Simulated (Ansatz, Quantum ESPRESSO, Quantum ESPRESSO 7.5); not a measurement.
# Conductance against width: vacuum gaps between two Li(100) faces

Wanted: T at the Fermi level along a series, and its decay constant, for vacuum gaps between two Li(100) faces.

Method: plane-wave DFT, PBE, GBRV ultrasoft pseudopotentials (cross-check by Ansatz 0.2.0 with PAW datasets), in Quantum ESPRESSO 7.5.

## (1) Set-up

The cell holds 16 atoms: 16 Li. Cell: a = 3.440 Å, b = 3.440 Å, c = 30.800 Å, α = 90.0°, β = 90.0°, γ = 90.0°. It derives from Li. Regions: left lead, 8 atoms (8 Li); right lead, 8 atoms (8 Li). The structure is stacked along c, and the current runs across the ab planes.

## (2) SCF with pw.x, 5 Å

One periodic cell holds a stretch of lead, the junction and more lead; the atoms stay as built.

j0.scf.in reads:

```
&control
  prefix = 'j0.scf'
  outdir = './out'
  pseudo_dir = './pseudo'
  calculation = 'scf'
  tprnfor = .true.
/
&system
  ibrav = 0
  nat = 16
  ntyp = 1
  ecutwfc = 40
  ecutrho = 200
  occupations = 'smearing'
  smearing = 'mv'
  degauss = 0.01
/
&electrons
  conv_thr = 1e-07
  mixing_beta = 0.25
  electron_maxstep = 120
  mixing_mode = 'local-TF'
/
ATOMIC_SPECIES
  Li  6.9400  li_pbe_v1.4.uspp.F.UPF
CELL_PARAMETERS angstrom
  3.44000000000000 0.00000000000000 0.00000000000000
  0.00000000000000 3.44000000000000 0.00000000000000
  0.00000000000000 0.00000000000000 30.80000000000000
ATOMIC_POSITIONS crystal
  Li  0.000000000000 0.000000000000 0.000000000000
  Li  0.500000000000 0.500000000000 0.055844155844
  Li  0.000000000000 0.000000000000 0.111688311688
  Li  0.500000000000 0.500000000000 0.167532467532
  Li  0.000000000000 0.000000000000 0.223376623377
  Li  0.500000000000 0.500000000000 0.279220779221
  Li  0.000000000000 0.000000000000 0.335064935065
  Li  0.500000000000 0.500000000000 0.390909090909
  Li  0.000000000000 0.000000000000 0.553246753247
  Li  0.500000000000 0.500000000000 0.609090909091
  Li  0.000000000000 0.000000000000 0.664935064935
  Li  0.500000000000 0.500000000000 0.720779220779
  Li  0.000000000000 0.000000000000 0.776623376623
  Li  0.500000000000 0.500000000000 0.832467532468
  Li  0.000000000000 0.000000000000 0.888311688312
  Li  0.500000000000 0.500000000000 0.944155844156
K_POINTS automatic
  7 7 1 0 0 0
```

Started as:

```bash
$ OMP_NUM_THREADS=1 mpirun -n 4 pw.x -nk 2 -in j0.scf.in > j0.scf.out
```

The program printed:

```text
Program PWSCF v.7.5 starts
[citation notice left out]

     Parallel version (MPI & OpenMP), running on       4 processor cores
     Number of MPI processes:                 4
     Threads/MPI process:                     1

     MPI processes distributed on     1 nodes
[...]
Current dimensions of program PWSCF are:
     Max number of different atomic species (ntypx) = 10
     Max number of k-points (npk) =  40000
     Max angular momentum in pseudopotentials (lmaxx) =  4
     Message from routine setup:
     using ibrav=0 with symmetry is DISCOURAGED, use correct ibrav instead

     K-points division:     npool     =       2
     R & G space division:  proc/nbgrp/npool/nimage =       2
     Subspace diagonalization in iterative solution of the eigenvalue problem:
     a serial algorithm will be used

     Parallelization info
     --------------------
     sticks:   dense  smooth     PW     G-vecs:    dense   smooth      PW
     Min         336     272     80                58824    42042    6816
     Max         337     273     81                58831    42049    6833
     Sum         673     545    161               117655    84091   13649

     Using Slab Decomposition

     bravais-lattice index     =            0
     lattice parameter (alat)  =       6.5007  a.u.
     unit-cell volume          =    2459.5984 (a.u.)^3
     number of atoms/cell      =           16
     number of atomic types    =            1
     number of electrons       =        48.00
     number of Kohn-Sham states=           29
     kinetic-energy cutoff     =      40.0000  Ry
     charge density cutoff     =     200.0000  Ry
     scf convergence threshold =      1.0E-07
     mixing beta               =       0.2500
     number of iterations used =            8  local-TF  mixing
     Exchange-correlation=  SLA  PW   PBX  PBC
                           (   1   4   3   4   0   0   0)

     celldm(1)=   6.500658  celldm(2)=   0.000000  celldm(3)=   0.000000
     celldm(4)=   0.000000  celldm(5)=   0.000000  celldm(6)=   0.000000

     crystal axes: (cart. coord. in units of alat)
               a(1) = (   1.000000   0.000000   0.000000 )
               a(2) = (   0.000000   1.000000   0.000000 )
               a(3) = (   0.000000   0.000000   8.953488 )

     reciprocal axes: (cart. coord. in units 2 pi/alat)
               b(1) = (  1.000000  0.000000  0.000000 )
               b(2) = (  0.000000  1.000000  0.000000 )
               b(3) = (  0.000000  0.000000  0.111688 )

     PseudoPot. # 1 for Li read from file:
     ./pseudo/li_pbe_v1.4.uspp.F.UPF
     Pseudo is Ultrasoft, Zval =  3.0
     Generated by new atomic code, or converted to UPF format
     Using radial grid of  751 points,  5 beta functions with:
                l(1) =   0
                l(2) =   0
                l(3) =   0
                l(4) =   1
                l(5) =   1
     Q(r) pseudized with 10 coefficients,  rinner =    1.150   1.150   1.150

     atomic species   valence    mass     pseudopotential
     Li                3.00     6.94000     Li( 1.00)

      8 Sym. Ops. (no inversion) found

   Cartesian axes

     site n.     atom                  positions (alat units)
         1        Li     tau(   1) = (   0.0000000   0.0000000   0.0000000  )
         2        Li     tau(   2) = (   0.5000000   0.5000000   0.5000000  )
         3        Li     tau(   3) = (   0.0000000   0.0000000   1.0000000  )
         4        Li     tau(   4) = (   0.5000000   0.5000000   1.5000000  )
         5        Li     tau(   5) = (   0.0000000   0.0000000   2.0000000  )
         6        Li     tau(   6) = (   0.5000000   0.5000000   2.5000000  )
         7        Li     tau(   7) = (   0.0000000   0.0000000   3.0000000  )
         8        Li     tau(   8) = (   0.5000000   0.5000000   3.5000000  )
         9        Li     tau(   9) = (   0.0000000   0.0000000   4.9534884  )
        10        Li     tau(  10) = (   0.5000000   0.5000000   5.4534884  )
        11        Li     tau(  11) = (   0.0000000   0.0000000   5.9534884  )
        12        Li     tau(  12) = (   0.5000000   0.5000000   6.4534884  )
        13        Li     tau(  13) = (   0.0000000   0.0000000   6.9534884  )
        14        Li     tau(  14) = (   0.5000000   0.5000000   7.4534884  )
        15        Li     tau(  15) = (   0.0000000   0.0000000   7.9534884  )
        16        Li     tau(  16) = (   0.5000000   0.5000000   8.4534884  )

     number of k points=    10  Marzari-Vanderbilt smearing, width (Ry)=  0.0100
                       cart. coord. in units 2pi/alat
        k(    1) = (   0.0000000   0.0000000   0.0000000), wk =   0.0408163
        k(    2) = (   0.0000000   0.1428571   0.0000000), wk =   0.1632653
        k(    3) = (   0.0000000   0.2857143   0.0000000), wk =   0.1632653
        k(    4) = (   0.0000000   0.4285714   0.0000000), wk =   0.1632653
        k(    5) = (   0.1428571   0.1428571   0.0000000), wk =   0.1632653
        k(    6) = (   0.1428571   0.2857143   0.0000000), wk =   0.3265306
        k(    7) = (   0.1428571   0.4285714   0.0000000), wk =   0.3265306
        k(    8) = (   0.2857143   0.2857143   0.0000000), wk =   0.1632653
        k(    9) = (   0.2857143   0.4285714   0.0000000), wk =   0.3265306
        k(   10) = (   0.4285714   0.4285714   0.0000000), wk =   0.1632653

     Dense  grid:   117655 G-vectors     FFT dimensions: (  30,  30, 270)

     Smooth grid:    84091 G-vectors     FFT dimensions: (  27,  27, 240)

     Estimated max dynamical RAM per process >     103.11 MB

     Estimated total dynamical RAM >     383.71 MB

     Initial potential from superposition of free atoms

     starting charge      40.7881, renormalised to      48.0000
     Starting wfcs are   80 randomized atomic wfcs

     total cpu time spent up to now is        2.8 secs

     per-process dynamical memory:    66.6 Mb

     Self-consistent Calculation

     iteration #  1     ecut=    40.00 Ry     beta= 0.25
     Davidson diagonalization with overlap
     ethr =  1.00E-02,  avg # of iterations =  1.8

     total cpu time spent up to now is        5.4 secs

     total energy              =    -232.72202226 Ry
     estimated scf accuracy    <       3.01286908 Ry

     iteration #  2     ecut=    40.00 Ry     beta= 0.25
[...]
total energy              =    -231.43894853 Ry
     estimated scf accuracy    <       2.02908346 Ry

     iteration #  3     ecut=    40.00 Ry     beta= 0.25
[...]
total energy              =    -231.44847722 Ry
[...]
iteration #  6     ecut=    40.00 Ry     beta= 0.25
[...]
total energy              =    -231.49971080 Ry
     estimated scf accuracy    <       0.02093656 Ry

     iteration #  7     ecut=    40.00 Ry     beta= 0.25
[...]
total energy              =    -231.50415342 Ry
     estimated scf accuracy    <       0.11648302 Ry

     iteration #  8     ecut=    40.00 Ry     beta= 0.25
[...]
total energy              =    -231.50168494 Ry
     estimated scf accuracy    <       0.12197779 Ry

     iteration #  9     ecut=    40.00 Ry     beta= 0.25
[...]
total energy              =    -231.50721119 Ry
     estimated scf accuracy    <       0.04541933 Ry

     iteration # 10     ecut=    40.00 Ry     beta= 0.25
[...]
total energy              =    -231.50407773 Ry
     estimated scf accuracy    <       0.04583661 Ry

     iteration # 11     ecut=    40.00 Ry     beta= 0.25
[...]
total energy              =    -231.50563092 Ry
     estimated scf accuracy    <       0.09175189 Ry

     iteration # 12     ecut=    40.00 Ry     beta= 0.25
[...]
total energy              =    -231.50847582 Ry
     estimated scf accuracy    <       0.29054534 Ry

     iteration # 13     ecut=    40.00 Ry     beta= 0.25
[...]
total energy              =    -231.50476316 Ry
     estimated scf accuracy    <       0.33515102 Ry

     iteration # 14     ecut=    40.00 Ry     beta= 0.25
[...]
total energy              =    -231.50536368 Ry
     estimated scf accuracy    <       0.21386147 Ry

[...]
iteration # 22     ecut=    40.00 Ry     beta= 0.25
[...]
total energy              =    -231.49978915 Ry
     estimated scf accuracy    <       0.00036290 Ry

     iteration # 23     ecut=    40.00 Ry     beta= 0.25
[...]
total energy              =    -231.49983480 Ry
     estimated scf accuracy    <       0.00002862 Ry

     iteration # 24     ecut=    40.00 Ry     beta= 0.25
[...]
total energy              =    -231.49983317 Ry
     estimated scf accuracy    <       0.00001512 Ry

     iteration # 25     ecut=    40.00 Ry     beta= 0.25
[...]
total energy              =    -231.49983528 Ry
     estimated scf accuracy    <       0.00001759 Ry

     iteration # 26     ecut=    40.00 Ry     beta= 0.25
[...]
total energy              =    -231.49983639 Ry
     estimated scf accuracy    <       0.00000142 Ry

     iteration # 27     ecut=    40.00 Ry     beta= 0.25
[...]
total energy              =    -231.49983675 Ry
     estimated scf accuracy    <       0.00000034 Ry

     iteration # 28     ecut=    40.00 Ry     beta= 0.25
[...]
total energy              =    -231.49983676 Ry
     estimated scf accuracy    <       0.00000015 Ry

     iteration # 29     ecut=    40.00 Ry     beta= 0.25
[...]
End of self-consistent calculation

          k = 0.0000 0.0000 0.0000 ( 10605 PWs)   bands (ev):

   -46.7060 -46.7060 -45.9777 -45.9776 -45.9671 -45.9661 -45.9409 -45.9409
   -45.9368 -45.9325 -45.9320 -45.9215 -45.9178 -45.9177 -45.9014 -45.9013
    -2.9675  -2.8666  -2.7245  -2.4899  -2.2157  -1.8155  -1.4559  -0.8623
    -0.5288   0.3450   0.5170   1.7493   1.8427

          k = 0.0000 0.1429 0.0000 ( 10577 PWs)   bands (ev):

   -46.7057 -46.7057 -45.9771 -45.9770 -45.9661 -45.9652 -45.9405 -45.9405
   -45.9360 -45.9316 -45.9313 -45.9222 -45.9180 -45.9179 -45.9019 -45.9019
    -2.7741  -2.6734  -2.5310  -2.2974  -2.0227  -1.6256  -1.2636  -0.6787
    -0.3365   0.5141   0.7011   1.8840   1.9890

          k = 0.0000 0.2857 0.0000 ( 10505 PWs)   bands (ev):

   -46.7051 -46.7051 -45.9758 -45.9757 -45.9637 -45.9633 -45.9397 -45.9397
   -45.9339 -45.9293 -45.9292 -45.9243 -45.9185 -45.9185 -45.9034 -45.9034
    -2.1899  -2.0901  -1.9482  -1.7190  -1.4452  -1.0612  -0.6991  -0.1524
     0.1993   0.9299   1.1349   1.8889   1.9485

          k = 0.0000 0.4286 0.0000 ( 10511 PWs)   bands (ev):

   -46.7046 -46.7046 -45.9747 -45.9746 -45.9617 -45.9616 -45.9392 -45.9391
   -45.9310 -45.9277 -45.9268 -45.9268 -45.9194 -45.9193 -45.9048 -45.9048
    -1.2038  -1.1076  -0.9700  -0.7546  -0.4940  -0.1548   0.1686   0.1981
     0.2864   0.4057   0.5682   0.5777   0.7809

          k = 0.1429 0.1429 0.0000 ( 10571 PWs)   bands (ev):

   -46.7055 -46.7055 -45.9766 -45.9765 -45.9652 -45.9645 -45.9402 -45.9402
   -45.9353 -45.9308 -45.9306 -45.9228 -45.9181 -45.9181 -45.9024 -45.9024
    -2.5810  -2.4802  -2.3375  -2.1044  -1.8286  -1.4336  -1.0687  -0.4903
    -0.1393   0.6944   0.8957   2.0502   2.1649

          k = 0.1429 0.2857 0.0000 ( 10525 PWs)   bands (ev):

   -46.7049 -46.7048 -45.9754 -45.9753 -45.9631 -45.9627 -45.9394 -45.9394
   -45.9333 -45.9286 -45.9286 -45.9247 -45.9185 -45.9185 -45.9036 -45.9035
    -1.9984  -1.8981  -1.7548  -1.5246  -1.2482  -0.8632  -0.4960   0.0514
     0.4138   1.1485   1.3681   2.1305   2.1485

[...]
the Fermi energy is     0.5703 ev

!    total energy              =    -231.49983673 Ry
     estimated scf accuracy    <       0.00000006 Ry
     smearing contrib. (-TS)   =       0.00070376 Ry
     internal energy E=F+TS    =    -231.50054049 Ry

     The total energy is F=E-TS. E is the sum of the following terms:
     one-electron contribution =    -232.56781992 Ry
     hartree contribution      =      96.35166886 Ry
     xc contribution           =     -53.93406122 Ry
     ewald contribution        =     -41.35032822 Ry

     convergence has been achieved in  29 iterations

     Forces acting on atoms (cartesian axes, Ry/au):

     atom    1 type  1   force =     0.00000000    0.00000000   -0.00095064
     atom    2 type  1   force =     0.00000000    0.00000000    0.00027712
     atom    3 type  1   force =     0.00000000    0.00000000    0.00088455
     atom    4 type  1   force =     0.00000000    0.00000000   -0.00045323
     atom    5 type  1   force =     0.00000000    0.00000000    0.00019753
     atom    6 type  1   force =     0.00000000    0.00000000   -0.00029712
     atom    7 type  1   force =     0.00000000    0.00000000   -0.00418598
     atom    8 type  1   force =     0.00000000    0.00000000    0.00646052
     atom    9 type  1   force =     0.00000000    0.00000000   -0.00646681
     atom   10 type  1   force =     0.00000000    0.00000000    0.00417654
     atom   11 type  1   force =     0.00000000    0.00000000    0.00029374
     atom   12 type  1   force =     0.00000000    0.00000000   -0.00020486
     atom   13 type  1   force =     0.00000000    0.00000000    0.00045469
     atom   14 type  1   force =     0.00000000    0.00000000   -0.00087811
     atom   15 type  1   force =     0.00000000    0.00000000   -0.00027047
     atom   16 type  1   force =     0.00000000    0.00000000    0.00096254

     Total force =     0.011078     Total SCF correction =     0.000206

[...]
=------------------------------------------------------------------------------=
   JOB DONE.
=------------------------------------------------------------------------------=
```

Wall time 81 s (4 MPI ranks of Arm Neoverse N1, shared host); peak memory 0.48 GiB.

This step gave:

```
free energy  : -3149.7157 eV
Fermi energy : 0.5703 eV
```

The run needed 29 iterations to bring the estimated error under 1e-07 Ry; the largest force on any atom, held or free, is 0.17 eV/Å.

[end of part 1 of 5]

[Logs are printed without paths, hosts, clocks, repeated set-up lines and the standing remarks that a program may print on its own settings, such as how far it seeks lower states.]

[Hosts, paths, dates, database ids (printed as entryN), source tags and the programs' standing remarks are cut or masked in the printed files.]

[Maps of the electrostatic potential energy from Ansatz leave out the sawtooth potential of an applied field or a dipole correction, so their vacuum need not be flat; planar profiles and work functions include it.]
